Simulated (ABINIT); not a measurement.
# CsPbCl3 (Pm-3m): G0W0 in ABINIT against the wavefunction cutoff in GW, part 2 of 2

Wanted: the cheapest wavefunction cutoff in GW that holds the gap of CsPbCl3 (Pm-3m).

ABINIT 10.8.3; PBE and many-body steps on it, plane waves. Known limits of the many-body steps: not at the basis limit; exchange with frozen shells missing; no spin-orbit coupling; coarse k mesh.

So far. Step 2 (Screening, 2×2×2 mesh, 154 bands, screening to 130.6 eV): Local fields lower ε∞ by 13 %. On a Γ-centred mesh this coarse the value itself is usually too large, while a short band sum pulls it down. Step 5 (12.5 Ha): The gap on the mesh goes from 1.93 eV to 3.11 eV, a correction of +1.18 eV.

## (6) Screening, 2×2×2 mesh, 154 bands, screening to 130.6 eV

This step: RPA screening on PBE, plane waves, norm-conserving pseudopotentials.

File run.abi:

```
acell 3*1.0 Angstrom
rprim 
  5.605000000000 0.000000000000 0.000000000000
  0.000000000000 5.605000000000 0.000000000000
  0.000000000000 0.000000000000 5.605000000000
ntypat 3
znucl 55 82 17
natom 5
typat 1 2 3 3 3
xred 
  0.000000000000 0.000000000000 0.000000000000
  0.500000000000 0.500000000000 0.500000000000
  0.500000000000 0.500000000000 0.000000000000
  0.000000000000 0.500000000000 0.500000000000
  0.500000000000 0.000000000000 0.500000000000
pp_dirpath "pseudos"
pseudos "Cs.upf, Pb.upf, Cl.upf"
ecut 25
ngkpt 2 2 2
nshiftk 1
shiftk 0 0 0
kptopt 1
chksymbreak 0
istwfk *1
occopt 1
irdwfk 1
optdriver 3
nband 154
ecuteps 4.8
inclvkb 2
awtr 1
symchi 1
ecutwfn 18.8
indata_prefix "in"
outdata_prefix "out"
tmpdata_prefix "tmp"
```

On the command line:

```sh
$ OMP_NUM_THREADS=1 mpirun -n 8 abinit run.abi > log
```

What it wrote:

```text
.Version 10.8.3 of ABINIT. v10.8.2 released Aug 2026.

 Symmetries : space group Pm -3 m (#221); Bravais cP (primitive cubic)
[... echo of the input left out ...]
== DATASET  1 ==================================================================
-   mpi_nproc: 8, omp_nthreads: 1 (-1 if OMP is not activated)

--- !DatasetInfo
iteration_state: {dtset: 1, }
dimensions: {natom: 5, nkpt: 4, mband: 154, nsppol: 1, nspinor: 1, nspden: 1, mpw: 4680, }
cutoff_energies: {ecut:  18.8, pawecutdg:  -1.0, }
[...]
--------------------------------------------------------------------------------
[... chi0 elements left out ...]
 For q-point:  0.000010 0.000020 0.000030
  dielectric constant =   7.1676
  dielectric constant without local fields =   8.2761

  Average fulfillment of the sum rule on Im[epsilon] for q-point    1 :     68.25  [%]
[... wings left out ...]
  q-point number  2        q = ( 0.500000, 0.000000, 0.000000) [r.l.u.]
--------------------------------------------------------------------------------
[... chi0 elements left out ...]
  Average fulfillment of the sum rule on Im[epsilon] for q-point    2 :     76.88  [%]

 [... 2 further q-points ...]
```

The job ended after 10 s (8 MPI ranks of AMD EPYC 9R45, shared host; peak memory 1.7 GiB).

Numbers from this step:

```
ε∞ with local fields, on this mesh, along the program's q direction : 7.168
the same without local fields                                       : 8.276
plasma frequency                                                    : 18.56 eV
plane waves in the screening matrix                                 : 619
```

## (7) 18.8 Ha

This step: G0W0 on PBE, plane waves, norm-conserving pseudopotentials.

run.abi, as its differences from that of step 6:

```diff
@@ -26,8 +26,17 @@
 irdwfk 1
-optdriver 3
+optdriver 4
 nband 154
+gwcalctyp 0
+ecutsigx 18.8
+symsigma 1
+nkptgw 2
+kptgw 
+  0.5000000000 0.5000000000 0.5000000000
+  0.0000000000 0.0000000000 0.0000000000
+bdgw 
+  19 25
+  20 25
 ecuteps 4.8
-inclvkb 2
-awtr 1
-symchi 1
+irdscr 1
+ppmodel 1
 ecutwfn 18.8
```

What it wrote:

```text
.Version 10.8.3 of ABINIT. v10.8.2 released Aug 2026.

 Symmetries : space group Pm -3 m (#221); Bravais cP (primitive cubic)
[... echo of the input left out ...]
== DATASET  1 ==================================================================
-   mpi_nproc: 8, omp_nthreads: 1 (-1 if OMP is not activated)

--- !DatasetInfo
iteration_state: {dtset: 1, }
dimensions: {natom: 5, nkpt: 4, mband: 154, nsppol: 1, nspinor: 1, nspden: 1, mpw: 4680, }
cutoff_energies: {ecut:  18.8, pawecutdg:  -1.0, }
[...]
Band     E0 <VxcDFT>   SigX SigC(E0)      Z dSigC/dE  Sig(E)    E-E0       E
[...]
24   6.319  -6.633  -2.877  -3.119   0.842  -0.188  -6.097   0.536   6.855
       25   6.319  -6.633  -2.877  -3.119   0.842  -0.188  -6.097   0.536   6.855

== END DATASET(S) ==============================================================
================================================================================

 -outvars: echo values of variables after computation  --------
           etotal      0.0000000000E+00
            nband         154
             nkpt           4
          spgroup         221
 [... the other variables as echoed above ...]

 Calculation completed.
```

Run time: 15 s. Hardware: 8 MPI ranks; peak memory 2.1 GiB; 2 min of CPU time.

This step gave:

* G0W0 gap on the points computed: 3.082 eV
* starting gap on the mesh: 1.933 eV
* k of the valence top: 0.5, 0.5, 0.5
* k of the conduction bottom: 0.5, 0.5, 0.5
* least direct G0W0 gap on the computed points: 3.082 eV

Against the run before, the gap moves by −0.029 eV.

## (8) Screening, 2×2×2 mesh, 154 bands, screening to 130.6 eV

This step: RPA screening on PBE, plane waves, norm-conserving pseudopotentials.

run.abi, as its differences from that of step 7:

```diff
@@ -26,18 +26,8 @@
 irdwfk 1
-optdriver 4
+optdriver 3
 nband 154
-gwcalctyp 0
-ecutsigx 18.8
-symsigma 1
-nkptgw 2
-kptgw 
-  0.5000000000 0.5000000000 0.5000000000
-  0.0000000000 0.0000000000 0.0000000000
-bdgw 
-  19 25
-  20 25
 ecuteps 4.8
-irdscr 1
-ppmodel 1
-ecutwfn 18.8
+inclvkb 2
+awtr 1
+symchi 1
 indata_prefix "in"
```

What it wrote:

```text
.Version 10.8.3 of ABINIT. v10.8.2 released Aug 2026.

 Symmetries : space group Pm -3 m (#221); Bravais cP (primitive cubic)
[... echo of the input left out ...]
== DATASET  1 ==================================================================
-   mpi_nproc: 8, omp_nthreads: 1 (-1 if OMP is not activated)

--- !DatasetInfo
iteration_state: {dtset: 1, }
dimensions: {natom: 5, nkpt: 4, mband: 154, nsppol: 1, nspinor: 1, nspden: 1, mpw: 7123, }
cutoff_energies: {ecut:  25.0, pawecutdg:  -1.0, }
[...]
--------------------------------------------------------------------------------
[... chi0 elements left out ...]
 For q-point:  0.000010 0.000020 0.000030
  dielectric constant =   7.1682
  dielectric constant without local fields =   8.2765

  Average fulfillment of the sum rule on Im[epsilon] for q-point    1 :     68.25  [%]
[... wings left out ...]
  q-point number  2        q = ( 0.500000, 0.000000, 0.000000) [r.l.u.]
--------------------------------------------------------------------------------
[... chi0 elements left out ...]
  Average fulfillment of the sum rule on Im[epsilon] for q-point    2 :     76.88  [%]

 [... 2 further q-points ...]
```

Elapsed: 9.6 s, on 8 MPI ranks; peak memory 2.2 GiB.

This step gave:

* ε∞ with local fields, on this mesh, along the program's q direction: 7.168
* the same without local fields: 8.277
* plasma frequency: 18.56 eV
* plane waves in the screening matrix: 619

## (9) 25 Ha

This step: G0W0 on PBE, plane waves, norm-conserving pseudopotentials.

run.abi, as its differences from that of step 8:

```diff
@@ -26,8 +26,17 @@
 irdwfk 1
-optdriver 3
+optdriver 4
 nband 154
+gwcalctyp 0
+ecutsigx 25
+symsigma 1
+nkptgw 2
+kptgw 
+  0.5000000000 0.5000000000 0.5000000000
+  0.0000000000 0.0000000000 0.0000000000
+bdgw 
+  19 25
+  20 25
 ecuteps 4.8
-inclvkb 2
-awtr 1
-symchi 1
+irdscr 1
+ppmodel 1
 indata_prefix "in"
```

What it wrote:

```text
.Version 10.8.3 of ABINIT. v10.8.2 released Aug 2026.

 Symmetries : space group Pm -3 m (#221); Bravais cP (primitive cubic)
[... echo of the input left out ...]
== DATASET  1 ==================================================================
-   mpi_nproc: 8, omp_nthreads: 1 (-1 if OMP is not activated)

--- !DatasetInfo
iteration_state: {dtset: 1, }
dimensions: {natom: 5, nkpt: 4, mband: 154, nsppol: 1, nspinor: 1, nspden: 1, mpw: 7123, }
cutoff_energies: {ecut:  25.0, pawecutdg:  -1.0, }
[...]
Band     E0 <VxcDFT>   SigX SigC(E0)      Z dSigC/dE  Sig(E)    E-E0       E
[...]
24   6.319  -6.633  -2.877  -3.119   0.842  -0.188  -6.097   0.536   6.855
       25   6.319  -6.633  -2.877  -3.119   0.842  -0.188  -6.097   0.536   6.855

== END DATASET(S) ==============================================================
================================================================================

 -outvars: echo values of variables after computation  --------
           etotal      0.0000000000E+00
            nband         154
             nkpt           4
          spgroup         221
 [... the other variables as echoed above ...]

 Calculation completed.
```

The job ended after 14 s (8 MPI ranks; peak memory 2.4 GiB; 1.8 min of CPU time).

This step gave:

```yaml
g0w0_gap_on_the_points_computed: 3.08 eV
starting_gap_on_the_mesh: 1.933 eV
k_of_the_valence_top: 0.5, 0.5, 0.5
k_of_the_conduction_bottom: 0.5, 0.5, 0.5
least_direct_g0w0_gap_on_the_computed_points: 3.08 eV
```

Against the run before, the gap moves by −0.002 eV.

## (10) The runs together

Times are wall times on 8 MPI ranks of AMD EPYC 9R45, shared host, good to a factor of about two. A run's time includes the screening step that it read.

| run | mesh | bands | screening cutoff (eV) | DFT gap (eV) | gap on the mesh (eV) | direct (eV) | ε∞ used | time |
| --- | --- | --- | --- | --- | --- | --- | --- | --- |
| 7.5 Ha | 2×2×2 | 154 | 130.6 | 1.933 | 3.040 | 3.040 | 7.16 | 22 s |
| 12.5 Ha | 2×2×2 | 154 | 130.6 | 1.933 | 3.111 | 3.111 | 7.17 | 24 s |
| 18.8 Ha | 2×2×2 | 154 | 130.6 | 1.933 | 3.082 | 3.082 | 7.17 | 26 s |
| 25 Ha | 2×2×2 | 154 | 130.6 | 1.933 | 3.080 | 3.080 | 7.17 | 23 s |

## (11) What came out

```yaml
7p5_ha: 3.040 eV
12p5_ha: 3.111 eV
18p8_ha: 3.082 eV
25_ha: 3.080 eV
known_limits: not at the basis limit; exchange with frozen shells missing; no spin-orbit coupling; coarse k mesh
```

In words: The setting moved: wavefunction cutoff in GW. From 7.5 Ha to 25 Ha the gap moves by +0.04 eV, not steadily: it passes through 3.11 eV. It holds to 0.03 eV from 18.8 Ha on. Bands and screening cutoff are coupled, so a series along one setting does not show full convergence. The exchange cutoff follows the wavefunction cutoff here. Bands and cutoff are finite, so the gap is not at the basis limit. The miss can reach some tenths of an eV and take either sign; the mesh is an error of its own. In the G0W0 runs levels were corrected at 2 k points alone, so a gap called «on the mesh» is the least over those, and an edge elsewhere would be missed. The 2×2×2 mesh is coarse for this cell, which bears on the long-range parts of exchange and screening. Where an edge is built on 6p states of lead, bismuth or thallium, scalar-relativistic gaps usually stand too wide, by a few tenths to over one eV. This is the ideal cubic cell; many perovskites, halides above all, are cubic only on average, and local tilts or off-centring can widen the gap. The norm-conserving file of at least one element keeps a d shell over frozen s and p shells of the same row. Exchange with those shells is missing from the self-energy, an error of 0.3 to 0.9 eV in cases checked, whose sign depends on which edge lies on those atoms. The many-body steps are scalar-relativistic: spin-orbit coupling is not in them.

[Paths, hosts, dates, memory and timing lines, banners, echoed tables and standing remarks are left out of the program output.]

[Logs are printed without paths, hosts, clocks, repeated set-up lines and the standing remarks that a program may print on its own settings, such as how far it seeks lower states.]

[Runs of the session that timed out or met a known fault of the program may be left out.]

[Hosts, paths, dates, database ids (printed as entryN), source tags and the programs' standing remarks are cut or masked in the printed files.]

[G0W0 gaps are taken among the corrected bands and points alone; a level outside them can change the order at an edge.]

[Where Ansatz stands beside ABINIT at settings called matched, ABINIT's density can come from a denser mesh and the files from another edition; pairs whose starting gaps differed by over 0.03 eV were left out, so agreement reads better than it is.]
